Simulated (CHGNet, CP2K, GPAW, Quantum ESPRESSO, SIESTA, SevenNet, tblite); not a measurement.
# Random packing of Mg53Si47 (at. %) (73 atoms): one structure in several programs

Aim: run random packing of Mg53Si47 (at. %) (73 atoms) in several programs and set results and cost side by side. A plane-wave run serves as the reference.

Main program and level: Quantum ESPRESSO 7.5; Kohn-Sham DFT, PBE, SSSP efficiency 1.3.0 pseudopotentials, plane waves.

## 1. Set-up

The cell holds 73 atoms: 39 Mg and 34 Si. Cell: a = 11.274 Å, b = 11.274 Å, c = 11.274 Å, α = 90.0°, β = 90.0°, γ = 90.0°. 73 atoms (39 Mg, 34 Si) packed at random in a cube at 2.21 g/cm³ and pushed apart as soft spheres; a start for melting by ab initio MD, not an equilibrated structure. Then every atom was moved at random, 0.05 Å r.m.s. a Cartesian component.

## 2. Plane-wave reference

The input, pw.in:

```
&control
  calculation = 'scf'
  pseudo_dir = './pseudo'
  outdir = './tmp'
  disk_io = 'none'
  tprnfor = .true.
  tstress = .true.
/
&system
  ibrav = 0
  nat = 73
  ntyp = 2
  ecutwfc = 45
  ecutrho = 360
  nosym = .true.
  occupations = 'smearing'
  smearing = 'fd'
  degauss = 0.003675
/
&electrons
  conv_thr = 3.6e-07
  electron_maxstep = 100
  mixing_beta = 0.2
  mixing_mode = 'local-TF'
  diagonalization = 'david'
/
ATOMIC_SPECIES
Mg 24.305 Mg.upf
Si 28.085 Si.upf
CELL_PARAMETERS angstrom
11.27400 0.00000 0.00000
0.00000 11.27400 0.00000
0.00000 0.00000 11.27400
ATOMIC_POSITIONS crystal
Mg 0.56726 0.67837 0.39838
Mg 0.68312 0.90263 0.72168
Mg 0.23698 0.04811 0.39091
Mg 0.95775 0.78238 0.14200
Mg 0.41322 0.18331 0.46633
Mg 0.03853 0.46241 0.73302
Mg 0.88758 0.00650 0.82559
Mg 0.76914 0.80023 0.01108
Mg 0.11816 0.86767 0.53762
Mg 0.75123 0.47941 0.07677
Mg 0.65576 0.01067 0.43441
Mg 0.51132 0.20662 0.82753
[... 57 atom lines left out ...]
Si 0.99470 0.14903 0.54433
Si 0.12799 0.34096 0.19439
Si 0.51280 0.62245 0.60381
Si 0.73459 0.21987 0.87578
K_POINTS gamma
```

On the command line:

```sh
$ OMP_NUM_THREADS=1 mpirun -np 4 pw.x -in pw.in > output.txt
```

What it wrote:

```text
Program PWSCF
     gamma-point specific algorithms are used
     Parallelization info
     sticks:   dense  smooth     PW     G-vecs:    dense   smooth      PW
     Min        3248    1625    403               278932    98627   12327
     Max        3250    1628    406               278934    98628   12334
     Sum       12997    6509   1617              1115733   394511   49317
     bravais-lattice index     =            0
     lattice parameter (alat)  =      21.3048  a.u.
     unit-cell volume          =    9670.0939 (a.u.)^3
     number of atoms/cell      =           73
     number of atomic types    =            2
     number of electrons       =       214.00
     number of Kohn-Sham states=          128
     kinetic-energy cutoff     =      45.0000  Ry
[... lines left out ...]
     scf convergence threshold =      3.6E-07
[... lines left out ...]
     number of k points=     1  Fermi-Dirac smearing, width (Ry)=  0.0037
[... lines left out ...]
     total energy              =   -1696.53889587 Ry
[... lines left out ...]
     total energy              =   -1695.51227412 Ry
[... lines left out ...]
     total energy              =   -1696.12531956 Ry
[... lines left out ...]
     c_bands:  1 eigenvalues not converged
[... lines left out ...]
     total energy              =   -1696.17242201 Ry
[... lines left out ...]
     total energy              =   -1696.17242202 Ry
[... lines left out ...]
    -6.9438  -5.9559  -5.3493  -5.1232  -4.9925  -4.8453  -4.6970  -4.3127
    -4.1945  -4.0863  -3.7348  -3.5140  -3.3056  -3.0915  -3.0170  -2.9219
    -2.7195  -2.4933  -2.2667  -2.1453  -2.0305  -1.9114  -1.6877  -1.6441
[...]
5.9264   5.9807   6.0392   6.0866   6.1171   6.2430   6.3137   6.3314
     6.3668   6.4936   6.5104   6.5822   6.6204   6.7109   6.7931   6.8235
     the Fermi energy is     5.5800 ev
!    total energy              =   -1696.17242238 Ry
     estimated scf accuracy    <       0.00000010 Ry
     smearing contrib. (-TS)   =      -0.02356450 Ry
     internal energy E=F+TS    =   -1696.14885788 Ry
     The total energy is F=E-TS. E is the sum of the following terms:
     one-electron contribution =      68.74469290 Ry
     hartree contribution      =      58.45058668 Ry
     xc contribution           =    -272.91559502 Ry
     ewald contribution        =    -328.96651941 Ry
     one-center paw contrib.   =   -1221.46202304 Ry
     convergence has been achieved in  22 iterations
     Forces acting on atoms (cartesian axes, Ry/au):
     atom    1 type  1   force =     0.04395042   -0.00277085   -0.04751799
     atom    2 type  1   force =     0.02150203    0.03369811    0.04230353
     atom    3 type  1   force =    -0.05916168   -0.02646334   -0.03557989
[...]
atom   72 type  2   force =     0.01434002   -0.02771283    0.07925790
     atom   73 type  2   force =    -0.01687758    0.02126330   -0.08363553
     Total force =     0.574678     Total SCF correction =     0.000357
     Computing stress (Cartesian axis) and pressure
          total   stress  (Ry/bohr**3)                   (kbar)     P=       92.72
   0.00063455   0.00001505  -0.00007745           93.35        2.21      -11.39
   0.00001505   0.00063065  -0.00000189            2.21       92.77       -0.28
  -0.00007745  -0.00000189   0.00062564          -11.39       -0.28       92.04
     Message from routine punch:
     Nothing written, as per user request (disk_io='none')
```

Run time: 1.9 min. Hardware: 4 MPI ranks of Arm Neoverse V2, shared host; peak memory 3.3 GiB.

Banners and routine set-up lines are dropped from the logs; longer cuts are marked.

Numbers from this run:

```
r.m.s. force component : 0.9984 eV/Å
longest force          : 3.846 eV/Å
pressure               : 9.272 GPa
```

## 3. Local order

Density 2.21 g/cm³, 19.63 Å³ an atom.

g(r), total and by pair (bins of 0.2 Å):

```csv
r (Å),total,Mg-Mg,Mg-Si,Si-Si
2.10,0.18,0.00,0.00,0.85
2.30,0.56,0.00,0.38,1.72
2.50,1.83,0.23,2.79,1.79
2.70,2.65,4.83,1.97,1.35
2.90,1.15,1.37,1.07,1.05
3.10,0.78,0.40,1.03,0.73
3.30,0.96,0.97,1.10,0.64
3.50,1.03,0.49,1.38,0.97
3.70,0.85,0.49,1.07,0.80
3.90,0.73,0.74,0.71,0.78
4.10,0.92,0.89,1.06,0.64
4.30,1.02,0.97,1.02,1.06
4.50,1.02,1.08,1.00,0.98
4.70,0.91,0.78,0.80,1.34
4.90,1.08,1.28,1.00,1.03
5.10,1.15,1.06,1.12,1.29
5.30,1.15,1.36,1.04,1.12
5.50,0.98,1.04,0.91,1.04
```

Bonds by pair of elements; cutoffs follow the first minimum of g(r), held within bounds set by covalent radii, and pairs that aren't listed don't count as bonded (cutoffs were set anew for this text, so counts can differ from the run's own analysis):

```csv
pair A-B,cutoff (Å),bonds,mean length (Å),spread (Å),shortest (Å),B about A,A about B
Mg-Si,2.95,91,2.61,0.153,2.37,2.33,2.68
Si-Si,2.58,24,2.34,0.127,2.12,1.41,1.41
```

The cutoff for Si-Si falls short of the minimum of g(r), so counts run low and odd coordinations can be artefacts.

How many atoms have how many bonded neighbours:

```csv
element,mean,0,1,2,3,4,5,6
Mg,2.33,2,11,12,4,7,2,1
Si,4.09,0,1,1,7,13,9,3
```

Rings of the network by King's shortest-path rule, up to 12 atoms, one path for each pair of neighbours; H, halogens, alkali and alkaline-earth atoms are left out:

```csv
ring size (atoms),rings,per network atom
3,3,0.088
4,2,0.059
5,1,0.029
```

## 4. The ladder

The programs:
- CHGNet: machine-learned potential, published weights.
- CP2K 2026.2: Gaussian basis with GTH pseudopotentials and a plane-wave density; labels give functional, basis (MOLOPT sets; SR short-range, UZH the newer set with its own potentials), grid cutoff/relative cutoff and solver (OT: orbital transformation; TRS4, TC2, SIGN: linear-scaling purification with its sparsity filter), or its built-in tight binding.
- GPAW 26.7.0: PAW with atomic orbitals (LCAO), plane waves or a real-space grid of spacing h.
- SIESTA 5.4.2: numerical atomic orbitals, whose automatically made sets are far from complete, with PseudoDojo norm-conserving potentials that we converted to its format (checked against plane waves on the same files for H, C, O, Si, Ge and Ca alone); labels give functional, basis size, energy shift and mesh cutoff.
- SevenNet: machine-learned potential, published weights.

All use the same cell and atoms; the electronic-structure runs use the same k-mesh, and an electronic temperature of 580 K (0.05 eV) where levels are smeared.

Differences are against the plane-wave reference, forces as r.m.s. over components; share is that over the reference's r.m.s. force, slope the least-squares factor from reference forces to these. Total energies of different programs have different zeros and aren't compared.

```csv
run,"Δ force, r.m.s. (meV/Å)",share (%),slope,Δ pressure (GPa),cores,CPU time,memory (GiB)
reference,-,-,-,-,4,7.4 min,3.3
CHGNet r2SCAN potential,292,29.2,0.837,-3.61,1,3 s,0.8
"CP2K PBE, DZVP-UZH, 1200/50 Ry, diagonalisation",315,31.5,0.965,1.07,1,6.4 min,10
"GPAW LDA, LCAO dzp, h 0.2 Å",49.2,4.93,0.975,-,1,7.3 min,1.8
"GPAW PBE, LCAO dzp, h 0.15 Å",78.4,7.86,1.056,-,1,18 min,4.2
"GPAW PBE, LCAO dzp, h 0.2 Å",78.3,7.84,1.056,-,1,7.5 min,1.8
"GPAW PBE, LCAO dzp, h 0.2 Å, other mixer settings",77.9,7.80,1.056,-,1,9.5 min,1.7
"GPAW PBE, LCAO szp(dzp), h 0.2 Å (coarse)",107,10.7,1.062,-,1,5.3 min,1.7
"SIESTA PBE, DZP, shift 0.01 Ry, mesh 500 Ry",193,19.3,1.153,2.22,2,8.5 min,2.4
SevenNet 0 potential,240,24.0,1.072,0.473,1,6 s,0.76
SevenNet l3i5 potential,217,21.7,1.047,-0.0436,1,7.6 s,1.1
```

Rows marked coarse use a setting chosen to be so.

Times of the machine-learned potentials are mostly Python's start and the loading of weights.

CPU time is summed over cores on a shared host, where runs went side by side, so it is rough. Symmetry, cutoffs, thresholds, outputs and thread counts weren't matched or tuned between programs; memory under MPI is the largest rank's times the ranks.

Runs without a result: tblite GFN1-xTB (not converged).

Mean charges by element (e), by run and scheme:

```csv
run,scheme,Mg,Si
"CP2K PBE, DZVP-UZH, 1200/50 Ry, diagonalisation",Mulliken,+0.11,-0.12
"CP2K PBE, DZVP-UZH, 1200/50 Ry, diagonalisation",Hirshfeld,+0.13,-0.14
"SIESTA PBE, DZP, shift 0.01 Ry, mesh 500 Ry",Hirshfeld,+0.13,-0.15
```

Within one program, basis, potentials and functional, energies share a zero. Each run against its twin at the usual cutoff or grid and solver:

```csv
run,twin,Δ energy (meV/atom),"Δ force, r.m.s. (meV/Å)",CPU time over the twin's
"GPAW PBE, LCAO dzp, h 0.15 Å","LCAO dzp, h 0.2 Å",-2.84,2.13,2.4
"GPAW PBE, LCAO dzp, h 0.2 Å, other mixer settings","LCAO dzp, h 0.2 Å",3.0e-4,2.71,1.3
```

A second geometry, displaced anew (every atom was moved at random, 0.06 Å r.m.s. a Cartesian component (hydrogen 0.6 of that)), gives an energy difference that all programs can be tested on. The reference puts it at 15.50 meV/atom.

```csv
run,energy less the first geometry's (meV/atom),error (meV/atom),force share at the second geometry (%)
"CP2K PBE, DZVP-UZH, 1200/50 Ry, diagonalisation",15.88,0.380,31.5
SevenNet l3i5 potential,15.70,0.198,20.2
"GPAW PBE, LCAO dzp, h 0.2 Å",15.21,-0.295,7.25
SevenNet 0 potential,19.63,4.13,24.5
"SIESTA PBE, DZP, shift 0.01 Ry, mesh 500 Ry",15.15,-0.356,17.7
CHGNet r2SCAN potential,16.48,0.978,28.3
"GPAW PBE, LCAO szp(dzp), h 0.2 Å",14.82,-0.683,9.80
"GPAW LDA, LCAO dzp, h 0.2 Å",14.38,-1.13,4.75
"GPAW PBE, LCAO dzp, h 0.2 Å, other mixer settings",15.21,-0.295,7.13
```

## 5. Results

```
reference r.m.s. force component                       : 0.998 eV/Å
nearest in forces                                      : GPAW LDA, LCAO dzp, h 0.2 Å, 4.9 %
farthest in forces                                     : CP2K PBE, DZVP-UZH, 1200/50 Ry, diagonalisation, 32 %
cheapest electronic-structure run beside the reference : GPAW PBE, LCAO szp(dzp), h 0.2 Å, 5.3 min of CPU time
```

In words: The PBE runs in local orbitals, coarse settings apart, differ by 7.8 % (GPAW PBE, LCAO dzp, h 0.2 Å, other mixer settings) to 32 % (CP2K PBE, DZVP-UZH, 1200/50 Ry, diagonalisation); basis, grid and potentials can all enter. Machine-learned potentials differ by 22 % (SevenNet l3i5 potential) to 29 % (CHGNet r2SCAN potential); they were trained on other programs' data, some at another functional. Rows with another functional or a dispersion term differ by 4.9 % (GPAW LDA, LCAO dzp, h 0.2 Å), which mixes the change of model with differences of basis and potentials. Runs with settings chosen to be coarse differ by 11 % (GPAW PBE, LCAO szp(dzp), h 0.2 Å), their programs' other errors included. None of the electronic-structure runs in the table takes under half the reference's CPU time of 7.4 min; they take 0.71 to 2.4 times as much. SIESTA PBE, DZP, shift 0.01 Ry, mesh 500 Ry stiffens the forces by a factor of 1.15 while following their directions (correlation 0.995). In pressure, SIESTA PBE, DZP, shift 0.01 Ry, mesh 500 Ry misses by +2.2 GPa, at the same functional. The mean charges agree among these rows within 0.03 e. The energy difference between the two geometries, 15.5 meV/atom in the reference, is met best by SevenNet l3i5 potential (+0.198) and worst by SevenNet 0 potential (+4.13). In the reference: levels near the Fermi energy are neither full nor empty under the smearing, so no gap is quoted. In the reference: first main peaks of g(r), for some of the pairs, lie near 2.7 Å (Mg-Mg), 2.5 Å (Mg-Si) and 2.4 Å (Si-Si). The potentials hold different valence shells: 214 electrons in the reference, 526 in CP2K with DZVP-UZH, 526 in GPAW and 526 in SIESTA; this bears on time and differences. The reference's pressure holds the uncorrected Pulay stress of its 45 Ry basis, so small pressure differences, and their order, may be the reference's own error. Machine-learned potentials mimic data converged in k, so the reference's own k-point error enters their differences. The reference's pressure of 9.3 GPa belongs to unrelaxed atoms and would change as they relax. The electronic-structure runs sample only Γ, in a cell whose shortest periodic width is 11 Å, which is coarse for a cell with partly filled levels.

[Long decimals in the printed logs are rounded to 6 places.]

[Also dropped from logs without a mark: lines with file paths, logging warnings of Python, QE's lines on negative density and diagonalisation, SIESTA's first energy breakdown, zero terms and Voronoi charges.]

[Logs are printed without paths, hosts, clocks, repeated set-up lines and the standing remarks that a program may print on its own settings, such as how far it seeks lower states.]

[Hosts, paths, dates, database ids (printed as entryN), source tags and the programs' standing remarks are cut or masked in the printed files.]

[Not all failed runs are listed: runs killed by the host, ended in a Python traceback or in CONQUEST's support-function errors, and SIESTA runs with faulty potentials for Cu, Fe, Ni or Zn are left out.]
